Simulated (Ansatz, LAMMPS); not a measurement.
# Charge trapping in glassy 85GeO2-7MgO-7K2O (mol %) (79 atoms)

Aim: add and remove one electron in glassy 85GeO2-7MgO-7K2O (mol %) (79 atoms), with atoms held and relaxed, and read trapping energy and localisation.

Method: Kohn-Sham DFT, PBE, PAW (set soft_2), plane waves, in Ansatz 0.2.0.

## (1) The starting structure

The cell holds 79 atoms: 23 Ge, 2 Mg, 4 K and 50 O. Cell: a = 10.670 Å, b = 10.670 Å, c = 10.670 Å, α = 90.0°, β = 90.0°, γ = 90.0°. 79 atoms (23 Ge, 2 Mg, 4 K, 50 O) placed at random at 3.57 g/cm³, melted at 4000 K for 10 ps at fixed volume with the Morse and Coulomb pair potential with partial charges (Pedone, Malavasi, Menziani, Cormack and Segre, J. Phys. Chem. B 110, 11780 (2006)). Quenched from 4000 K to 300 K at 20 K/ps and fixed volume, held 10 ps at zero pressure.

What the set-up can't give: The quench rate of 20 K/ps is orders of magnitude faster than experiment, which tends to freeze in extra defects. The network of bonds at the start is that of the classical potential that made the cell, and needn't be the one that DFT or experiment would give. The Brillouin zone is sampled at Γ only, in a cell whose shortest periodic width is 11 Å.

## (2) Single point at the start

A single point comes first, to see the forces before anything moves.

The input, input.yaml:

```yaml
crystal:
  lattice:
    - [10.6696, 0.0, 0.0]
    - [0.0, 10.6696, 0.0]
    - [0.0, 0.0, 10.6696]
  atoms:
    - { symbol: Ge, position: [0.01604, 0.47894, 0.06317] }
    - { symbol: Ge, position: [0.30692, 0.97856, 0.38692] }
    - { symbol: Ge, position: [0.71467, 0.29081, 0.43056] }
    - { symbol: Ge, position: [0.55654, 0.63472, 0.16069] }
    - { symbol: Ge, position: [0.4744, 0.35003, 0.22396] }
    - { symbol: Ge, position: [0.07089, 0.57879, 0.5603] }
    - { symbol: Ge, position: [0.84047, 0.72418, 0.11368] }
    - { symbol: Ge, position: [0.87614, 0.76878, 0.41211] }
    - { symbol: Ge, position: [0.21088, 0.49952, 0.3117] }
    - { symbol: Ge, position: [0.2498, 0.78902, 0.16216] }
    - { symbol: Ge, position: [0.91828, 0.96804, 0.63357] }
    - { symbol: Ge, position: [0.3472, 0.16965, 0.99772] }
    - { symbol: Ge, position: [0.57027, 0.71688, 0.46896] }
    - { symbol: Ge, position: [0.55773, 0.03646, 0.51547] }
    - { symbol: Ge, position: [0.44888, 0.5209, 0.70394] }
    - { symbol: Ge, position: [0.22072, 0.83879, 0.65945] }
    - { symbol: Ge, position: [0.19903, 0.37944, 0.82142] }
    - { symbol: Ge, position: [0.40847, 0.76417, 0.90824] }
    - { symbol: Ge, position: [0.5317, 0.01643, 0.8179] }
    - { symbol: Ge, position: [0.11518, 0.04763, 0.18634] }
    - { symbol: Ge, position: [0.93593, 0.22186, 0.78564] }
    - { symbol: Ge, position: [0.79974, 0.47439, 0.67815] }
    - { symbol: Ge, position: [0.85881, 0.2375, 0.17509] }
    - { symbol: Mg, position: [0.72192, 0.77666, 0.83463] }
    - { symbol: Mg, position: [0.79332, 0.04383, 0.98654] }
    - { symbol: K, position: [0.06108, 0.22855, 0.48081] }
    - { symbol: K, position: [0.63709, 0.32955, 0.92604] }
    - { symbol: K, position: [0.57415, 0.9814, 0.16801] }
    - { symbol: K, position: [0.04668, 0.83124, 0.92014] }
    - { symbol: O, position: [0.9946, 0.667, 0.44136] }
    - { symbol: O, position: [0.50931, 0.48218, 0.13535] }
    - { symbol: O, position: [0.72912, 0.15773, 0.13535] }
    - { symbol: O, position: [0.48669, 0.62916, 0.57945] }
    - { symbol: O, position: [0.9323, 0.13462, 0.911] }
    - { symbol: O, position: [0.29102, 0.4603, 0.70769] }
    - { symbol: O, position: [0.66305, 0.0842, 0.87177] }
    - { symbol: O, position: [0.98416, 0.13827, 0.19236] }
    - { symbol: O, position: [0.33365, 0.89328, 0.24937] }
    - { symbol: O, position: [0.09668, 0.45697, 0.20653] }
    - { symbol: O, position: [0.9036, 0.36411, 0.08518] }
    - { symbol: O, position: [0.30335, 0.28885, 0.89902] }
    - { symbol: O, position: [0.70946, 0.64046, 0.142] }
    - { symbol: O, position: [0.50689, 0.0457, 0.67025] }
    - { symbol: O, position: [0.53641, 0.39079, 0.70778] }
    - { symbol: O, position: [0.56254, 0.87878, 0.48162] }
    - { symbol: O, position: [0.17528, 0.05597, 0.33599] }
    - { symbol: O, position: [0.2385, 0.65124, 0.24799] }
    - { symbol: O, position: [0.21837, 0.10355, 0.07158] }
    - { symbol: O, position: [0.89493, 0.91088, 0.48672] }
    - { symbol: O, position: [0.79451, 0.84664, 0.01474] }
    - { symbol: O, position: [0.58609, 0.32849, 0.33904] }
    - { symbol: O, position: [0.16227, 0.69097, 0.63864] }
    - { symbol: O, position: [0.91743, 0.12626, 0.65313] }
    - { symbol: O, position: [0.15912, 0.48593, 0.46122] }
    - { symbol: O, position: [0.11221, 0.88311, 0.16848] }
    - { symbol: O, position: [0.48461, 0.73704, 0.06365] }
    - { symbol: O, position: [0.44085, 0.61614, 0.8335] }
    - { symbol: O, position: [0.68231, 0.14104, 0.48585] }
    - { symbol: O, position: [0.33878, 0.40866, 0.28708] }
    - { symbol: O, position: [0.8362, 0.29747, 0.32355] }
    - { symbol: O, position: [0.7326, 0.70988, 0.47245] }
    - { symbol: O, position: [0.9526, 0.6259, 0.05571] }
    - { symbol: O, position: [0.31765, 0.83307, 0.77897] }
    - { symbol: O, position: [0.42574, 0.07826, 0.42009] }
    - { symbol: O, position: [0.26831, 0.76863, 0.00624] }
    - { symbol: O, position: [0.85073, 0.35233, 0.77493] }
    - { symbol: O, position: [0.26787, 0.89487, 0.51406] }
    - { symbol: O, position: [0.8646, 0.79093, 0.25651] }
    - { symbol: O, position: [0.95196, 0.52694, 0.64322] }
    - { symbol: O, position: [0.07691, 0.92316, 0.68056] }
    - { symbol: O, position: [0.52498, 0.67682, 0.3176] }
    - { symbol: O, position: [0.54245, 0.85806, 0.85522] }
    - { symbol: O, position: [0.81408, 0.90211, 0.72885] }
    - { symbol: O, position: [0.4233, 0.05248, 0.93418] }
    - { symbol: O, position: [0.74891, 0.40416, 0.54286] }
    - { symbol: O, position: [0.09212, 0.28686, 0.76016] }
    - { symbol: O, position: [0.73795, 0.60262, 0.75221] }
    - { symbol: O, position: [0.12387, 0.46452, 0.93773] }
    - { symbol: O, position: [0.42718, 0.23718, 0.11729] }
kpoints:
  mp_grid: { grid: [1, 1, 1] }
hamiltonian:
  xc: pbe
scf:
  occupations: { method: fixed }
output:
  forces: true
```

Command:

```
ansatz run input.yaml --threads 4 --pin off --max-ram 12288MiB --backend cpu --events-out ev --progress --plain --runs-dir out
```

The program printed:

```text
Engine: ansatz 0.2.0, x86_64-unknown-linux-gnu
Pseudopotentials: kind: paw
Pseudopotential: Ge, paw, valence charge 14, recommended cutoff 420 eV (normal), Ge.paw.azcp
Pseudopotential: Mg, paw, valence charge 10, recommended cutoff 420 eV (normal), Mg.paw.azcp
Pseudopotential: K, paw, valence charge 9, recommended cutoff 420 eV (normal), K.paw.azcp
Pseudopotential: O, paw, valence charge 6, recommended cutoff 420 eV (normal), O.paw.azcp
[... 5 lines on functional and potentials left out ...]
Crystal: 79 atoms, lattice volume = 1214.631 Å³
Basis set: ecut = 420 eV, 23703 PW (Γ), exchange–correlation on 144×144×144 points (8 copies of the dense FFT grid, shifted against one another)
Bands: 418, of which v1, the nominal top of the filled ones, is band 339 counted from 1 (338 counted from 0)
Symmetry: 1 space group operations
Space group: P1 (ITA 1), of the structure as read, at distance tolerance 1.1e-4 Å
k-points: 1
[... 9 lines on functional and potentials left out ...]
Initial density: superposition of atomic densities (neutral atoms: chi_scale 0, normalization atom), corrected by the library's trained network
Initial wavefunctions: pseudopotential atomic-orbital guess
Functional: x = pbe(κ = 0.804, μ = 0.219515), c = pbe(β = 0.066725)
SCF iter   1: F=—  HF=-137151.045216 eV  |F-HF|=—  |Δ(HF+E_count)|=         —  Δρ=3.23e-3  dr2=1.81e-1  ethr=1.77e-3  ⟨swp⟩=5.0  Hψ=1404  notcnv=0  defer=77
preconditioner: auto → Resta (q_TF=auto, 2.476 Å⁻¹)  ε∞=2.7  [insulator: Δε(μ)=1.519 eV  Ē_g=20.842 eV  n_scr=304 (ndim 8)  ℏωp=27.4 eV  f_vac=0.231  ε∞_Penn≈2.7]
SCF iter   2: F=—  HF=-137151.019943 eV  |F-HF|=—  |Δ(HF+E_count)|=   2.53e-2  Δρ=2.01e-3  dr2=3.77e-2  ethr=2.68e-5  ⟨swp⟩=2.0  Hψ=791  notcnv=0  defer=77
SCF iter   3: F=—  HF=-137151.016290 eV  |F-HF|=—  |Δ(HF+E_count)|=   3.65e-3  Δρ=8.22e-4  dr2=1.28e-2  ethr=5.56e-6  ⟨swp⟩=2.0  Hψ=561  notcnv=0  defer=77
SCF iter   4: F=—  HF=-137151.015136 eV  |F-HF|=—  |Δ(HF+E_count)|=   1.15e-3  Δρ=3.30e-4  dr2=1.40e-3  ethr=1.89e-6  ⟨swp⟩=2.0  Hψ=562  notcnv=0  defer=77
SCF iter   5: F=—  HF=-137151.015075 eV  |F-HF|=—  |Δ(HF+E_count)|=   6.13e-5  Δρ=1.46e-4  dr2=2.74e-4  ethr=2.06e-7  ⟨swp⟩=2.0  Hψ=622  notcnv=0  defer=77
SCF iter   6: F=—  HF=-137151.015132 eV  |F-HF|=—  |Δ(HF+E_count)|=   5.71e-5  Δρ=4.73e-5  dr2=2.68e-5  ethr=4.04e-8  ⟨swp⟩=2.0  Hψ=560  notcnv=0  defer=75
SCF iter   7: F=—  HF=-137151.016402 eV  |F-HF|=—  |Δ(HF+E_count)|=   1.27e-3  Δρ=2.05e-5  dr2=4.72e-6  ethr=3.95e-9  ⟨swp⟩=2.0  Hψ=681  notcnv=0  defer=75
SCF iter   8: F=—  HF=-137151.016406 eV  |F-HF|=—  |Δ(HF+E_count)|=   3.28e-6  Δρ=8.41e-6  dr2=7.96e-7  ethr=6.96e-10  ⟨swp⟩=2.0  Hψ=682  notcnv=0  defer=75
SCF iter   9: F=—  HF=-137151.016406 eV  |F-HF|=—  |Δ(HF+E_count)|=   3.42e-7  Δρ=3.12e-6  dr2=1.16e-7  ethr=1.17e-10  ⟨swp⟩=2.0  Hψ=680  notcnv=0  defer=75
SCF iter  10: F=-137151.016406 eV  HF=-137151.016406 eV  |F-HF|=1.08e-8  |Δ(HF+E_count)|=   7.27e-8  Δρ=1.31e-6  dr2=2.04e-8  ethr=1.47e-11  ⟨swp⟩=4.0  Hψ=1265  notcnv=0
SCF 1 converged in 10 iterations: F = -137151.016406 eV  dr2 = 2.04e-8
  greatest PAW one-centre occupation: 1.000 electrons in one spin orbital (limit 2), on the Mg atom at site 24 (counted from 0), in its partial waves of l = 0
SCF converged after 10 iterations
Free energy (F): -137151.016406 eV
Harris-Foulkes:  -137151.016406 eV  (|F-HF|=1.08e-8)
Internal energy: -137151.016406 eV  (E = F + TS)
E sigma→0 (E₀):  -137151.016406 eV
Fermi energy:    4.978201 eV
--- Per-component energies (eV) ---
  E_band       = -6966.393885
  E_kinetic    = 12560.640797
  E_local      = -100433.237912  (includes V_loc(G=0)·N_el)
  E_nonlocal   = 12475.140359
  E_hartree    = 42385.417987
  E_xc         = -5994.913419
  E_vxc        = -6894.029149  (∫ρ·V_xc dr)
  E_paw        = -58263.079400  (= ΣΔE_a)
  E_vpaw       = -9445.878274  (= ΣTr[D̂ρ^β])
  E_aug_tail   = 0.133328  (compensation charges beyond the density's cutoff)
  E_ewald      = -39881.118145
  E_smearing   = -0.000000  (= −TS)
  E_closure    = 0.000000  (closes the sum)
  Σ components = -137151.016406   (vs F -137151.016406, Δ=0.00e0)
--- Forces (eV/Å), atoms counted from 1 ---
  atom   1  Ge     2.26417118    -1.78960379     0.54644208
  atom   2  Ge    -0.45661741    -1.24865319    -0.72564489
  atom   3  Ge    -0.48820597     0.99249565     0.50843080
  atom   4  Ge    -2.32392274    -0.55002138     1.88137860
  atom   5  Ge    -0.07006660     0.94848644     0.32228721
  atom   6  Ge     0.91609347     3.38861718    -1.04130981
  atom   7  Ge    -0.79378660     1.45569496     0.22033966
  atom   8  Ge    -1.39427084    -0.84701424     2.28204729
  atom   9  Ge     0.27885970     2.19428777    -2.44151048
  atom  10  Ge    -0.59779149    -1.12097457     1.48670435
  atom  11  Ge     1.56030644    -1.91752255     1.62324960
  atom  12  Ge    -3.52492490     2.30980011     0.41419578
  atom  13  Ge     0.52318867    -1.45967183     0.42179797
  atom  14  Ge    -0.49892904     0.51505355     0.45556925
[...]
atom  78  O     -1.26558980     1.60162903     1.50693627
  atom  79  O      2.15774325    -0.03323219     1.66898133
  max |Σ_I F_I| component: 6.02e-5 eV/Å
```

Wall time 17 s (4 threads of Intel Xeon at 2.80GHz (Skylake/Cascade Lake), shared host); peak memory 1.6 GiB; 59 s of CPU time.

In the SCF lines HF is the Harris–Foulkes energy and dr2 the Hartree energy of the density residual, in eV; the loop may stop once dr2 is under the threshold and the program's other checks hold. Hψ counts applications of the Hamiltonian.

The r.m.s. force at the start is 1.3 eV/Å.

## (3) Relaxation

The atoms are relaxed in the fixed cell, aiming at the force tolerance of the input.

The input, input.yaml:

```yaml
crystal:
  lattice:
    - [10.6696, 0.0, 0.0]
    - [0.0, 10.6696, 0.0]
    - [0.0, 0.0, 10.6696]
  atoms:
    [... the 79 atom lines of step 2 ...]
kpoints:
  mp_grid: { grid: [1, 1, 1] }
hamiltonian:
  xc: pbe
scf:
  occupations: { method: fixed }
output:
  forces: true
relax:
  f_tol: 0.05
  max_steps: 120
```

The program printed:

```text
[...]
Crystal: 79 atoms, lattice volume = 1214.631 Å³
Basis set: ecut = 420 eV, 23703 PW (Γ), exchange–correlation on 144×144×144 points (8 copies of the dense FFT grid, shifted against one another)
Bands: 418, of which v1, the nominal top of the filled ones, is band 339 counted from 1 (338 counted from 0)
Symmetry: 1 space group operations
[...]
k-points: 1
[...]
SCF iter   1: F=—  HF=-137151.045215 eV  |F-HF|=—  |Δ(HF+E_count)|=         —  Δρ=3.23e-3  dr2=1.81e-1  ethr=1.77e-3  ⟨swp⟩=5.0  Hψ=1404  notcnv=0  defer=77
[...]
SCF iter   6: F=-137151.016396 eV  HF=-137151.016393 eV  |F-HF|=3.22e-6  |Δ(HF+E_count)|=   5.03e-5  Δρ=4.73e-5  dr2=2.68e-5  ethr=9.22e-9  ⟨swp⟩=3.0  Hψ=1443  notcnv=0
SCF 1 converged in 6 iterations: F = -137151.016396 eV  dr2 = 2.68e-5
[...]
relax step   1: F+E_penalty+E_count = -137151.01639625 eV  Δ(F+E_penalty+E_count) = +0.000e0 eV  max|allowed force component| = 3.719e0 eV/Å  Δτ_max = 0.0000 Å  (6 SCF iters, dr2 threshold 6.25e-5 eV, accepted)
[...]
relax step   2: F+E_penalty+E_count = -137155.96767922 eV  Δ(F+E_penalty+E_count) = -4.951e0 eV  max|allowed force component| = 2.046e0 eV/Å  Δτ_max = 0.1967 Å  (7 SCF iters, dr2 threshold 1.00e-4 eV, accepted)
[...]
relax step   3: F+E_penalty+E_count = -137159.32553306 eV  Δ(F+E_penalty+E_count) = -3.358e0 eV  max|allowed force component| = 7.177e-1 eV/Å  Δτ_max = 0.1935 Å  (7 SCF iters, dr2 threshold 1.00e-4 eV, accepted)
relax step   4: F+E_penalty+E_count = -137159.98010327 eV  Δ(F+E_penalty+E_count) = -6.546e-1 eV  max|allowed force component| = 4.209e-1 eV/Å  Δτ_max = 0.2000 Å  (7 SCF iters, dr2 threshold 6.34e-5 eV, accepted)
relax step   5: F+E_penalty+E_count = -137160.45303863 eV  Δ(F+E_penalty+E_count) = -4.729e-1 eV  max|allowed force component| = 3.005e-1 eV/Å  Δτ_max = 0.1997 Å  (8 SCF iters, dr2 threshold 2.18e-5 eV, accepted)
relax step   6: F+E_penalty+E_count = -137160.56271877 eV  Δ(F+E_penalty+E_count) = -1.097e-1 eV  max|allowed force component| = 2.236e-1 eV/Å  Δτ_max = 0.1257 Å  (7 SCF iters, dr2 threshold 3.11e-5 eV, accepted)
relax step   7: F+E_penalty+E_count = -137160.69371089 eV  Δ(F+E_penalty+E_count) = -1.310e-1 eV  max|allowed force component| = 4.801e-1 eV/Å  Δτ_max = 0.2000 Å  (8 SCF iters, dr2 threshold 2.55e-5 eV, accepted)
relax step   8: F+E_penalty+E_count = -137160.79661464 eV  Δ(F+E_penalty+E_count) = -1.029e-1 eV  max|allowed force component| = 3.531e-1 eV/Å  Δτ_max = 0.2000 Å  (7 SCF iters, dr2 threshold 1.00e-4 eV, accepted)
relax step   9: F+E_penalty+E_count = -137160.85620972 eV  Δ(F+E_penalty+E_count) = -5.960e-2 eV  max|allowed force component| = 2.020e-1 eV/Å  Δτ_max = 0.1166 Å  (6 SCF iters, dr2 threshold 6.75e-5 eV, accepted)
relax step  10: F+E_penalty+E_count = -137160.88515439 eV  Δ(F+E_penalty+E_count) = -2.894e-2 eV  max|allowed force component| = 1.677e-1 eV/Å  Δτ_max = 0.0576 Å  (6 SCF iters, dr2 threshold 1.34e-5 eV, accepted)
relax step  11: F+E_penalty+E_count = -137160.90289145 eV  Δ(F+E_penalty+E_count) = -1.774e-2 eV  max|allowed force component| = 4.081e-1 eV/Å  Δτ_max = 0.2000 Å  (8 SCF iters, dr2 threshold 9.20e-6 eV, accepted)
relax step  12: F+E_penalty+E_count = -137160.94439332 eV  Δ(F+E_penalty+E_count) = -4.150e-2 eV  max|allowed force component| = 1.277e-1 eV/Å  Δτ_max = 0.0948 Å  (6 SCF iters, dr2 threshold 1.00e-4 eV, accepted)
relax step  13: F+E_penalty+E_count = -137160.92714806 eV  Δ(F+E_penalty+E_count) = +1.725e-2 eV  max|allowed force component| = 2.439e-1 eV/Å  Δτ_max = 0.2000 Å  (10 SCF iters, rejected (line search))
relax step  14: F+E_penalty+E_count = -137160.97326762 eV  Δ(F+E_penalty+E_count) = -2.887e-2 eV  max|allowed force component| = 8.520e-2 eV/Å  Δτ_max = 0.0958 Å  (10 SCF iters, accepted)
relax step  15: F+E_penalty+E_count = -137160.97952367 eV  Δ(F+E_penalty+E_count) = -6.256e-3 eV  max|allowed force component| = 1.704e-1 eV/Å  Δτ_max = 0.0963 Å  (10 SCF iters, accepted)
relax step  16: F+E_penalty+E_count = -137160.98291107 eV  Δ(F+E_penalty+E_count) = -3.387e-3 eV  max|allowed force component| = 1.562e-1 eV/Å  Δτ_max = 0.0177 Å  (5 SCF iters, dr2 threshold 1.29e-5 eV, accepted)
relax step  17: F+E_penalty+E_count = -137160.98972004 eV  Δ(F+E_penalty+E_count) = -6.809e-3 eV  max|allowed force component| = 6.294e-2 eV/Å  Δτ_max = 0.0397 Å  (6 SCF iters, dr2 threshold 2.05e-5 eV, accepted)
relax step  18: F+E_penalty+E_count = -137160.99561922 eV  Δ(F+E_penalty+E_count) = -5.899e-3 eV  max|allowed force component| = 9.579e-2 eV/Å  Δτ_max = 0.2000 Å  (9 SCF iters, accepted)
relax step  19: F+E_penalty+E_count = -137161.00256336 eV  Δ(F+E_penalty+E_count) = -6.944e-3 eV  max|allowed force component| = 8.533e-2 eV/Å  Δτ_max = 0.0315 Å  (9 SCF iters, accepted)
relax step  20: F+E_penalty+E_count = -137161.00949427 eV  Δ(F+E_penalty+E_count) = -6.931e-3 eV  max|allowed force component| = 1.253e-1 eV/Å  Δτ_max = 0.1230 Å  (7 SCF iters, dr2 threshold 5.78e-6 eV, accepted)
relax step  21: F+E_penalty+E_count = -137161.01650696 eV  Δ(F+E_penalty+E_count) = -7.013e-3 eV  max|allowed force component| = 1.388e-1 eV/Å  Δτ_max = 0.0393 Å  (6 SCF iters, dr2 threshold 1.25e-5 eV, accepted)
relax step  22: F+E_penalty+E_count = -137161.00731530 eV  Δ(F+E_penalty+E_count) = +9.192e-3 eV  max|allowed force component| = 2.380e-1 eV/Å  Δτ_max = 0.2000 Å  (7 SCF iters, dr2 threshold 1.93e-5 eV, rejected (line search))
relax step  23: F+E_penalty+E_count = -137161.03137748 eV  Δ(F+E_penalty+E_count) = -1.487e-2 eV  max|allowed force component| = 5.254e-2 eV/Å  Δτ_max = 0.0957 Å  (9 SCF iters, accepted)
relax step  24: F+E_penalty+E_count = -137161.03345339 eV  Δ(F+E_penalty+E_count) = -2.076e-3 eV  max|allowed force component| = 7.495e-2 eV/Å  Δτ_max = 0.0863 Å  (9 SCF iters, accepted)
[...]
relax step  25: F+E_penalty+E_count = -137161.03766338 eV  Δ(F+E_penalty+E_count) = -4.210e-3 eV  max|allowed force component| = 4.446e-2 eV/Å  Δτ_max = 0.0257 Å  (8 SCF iters, accepted)
SCF converged after 8 iterations
Free energy (F): -137161.037663 eV
[...]
Internal energy: -137161.037663 eV  (E = F + TS)
E sigma→0 (E₀):  -137161.037663 eV
Fermi energy:    4.183682 eV
[...]
--- Forces (eV/Å), atoms counted from 1 ---
  atom   1  Ge    -0.00150655    -0.00002758     0.01474824
  atom   2  Ge    -0.00440642     0.01789957    -0.00028076
  atom   3  Ge    -0.01380508     0.01208902     0.00631302
  atom   4  Ge     0.01518063    -0.00904307    -0.00911842
  atom   5  Ge    -0.01164089    -0.00511155     0.02790440
  atom   6  Ge     0.00380119    -0.00237859    -0.00240343
  atom   7  Ge    -0.02404286    -0.00355698     0.00467278
  atom   8  Ge     0.01330133     0.00795633     0.00679843
  atom   9  Ge     0.00675285    -0.00780879     0.00799866
  atom  10  Ge     0.00625997    -0.00462764    -0.00351446
  atom  11  Ge     0.00558284    -0.00667171     0.02601702
  atom  12  Ge     0.00839777     0.00466288     0.00450949
  atom  13  Ge     0.00206750    -0.01239635    -0.00509149
  atom  14  Ge    -0.00869519    -0.00013836     0.01872237
[...]
atom  78  O     -0.00258454     0.00575240    -0.00505647
  atom  79  O     -0.00337296     0.00041778     0.00135327
  max |Σ_I F_I| component: 2.57e-5 eV/Å
--- Relaxed structure (25 steps of the walk, 23 accepted, 0 SCFs on fresh bases) ---
  F+E_penalty+E_count = -137161.03766338 eV   max|allowed force component| = 4.446e-2 eV/Å
  atoms:
    - { symbol: Ge, position: [0.013450, 0.473310, 0.077972] }
    - { symbol: Ge, position: [0.296651, 0.975359, 0.380634] }
    - { symbol: Ge, position: [0.706712, 0.276743, 0.430636] }
    - { symbol: Ge, position: [0.543336, 0.624553, 0.182738] }
[...]
- { symbol: O, position: [0.445923, 0.211255, 0.145383] }
```

It took 6.1 min on 4 threads; peak memory 1.6 GiB; 20 min of CPU time.

The relaxation converged after 25 steps, 10.0 eV below its start, with a largest force component of 0.044 eV/Å.

(Part 1 of 5 ends here.)

[Long decimals in the printed logs are rounded to 6 places.]

[Logs are printed without paths, hosts, clocks, repeated set-up lines and the standing remarks that a program may print on its own settings, such as how far it seeks lower states.]

[Hosts, paths, dates, database ids (printed as entryN), source tags and the programs' standing remarks are cut or masked in the printed files.]
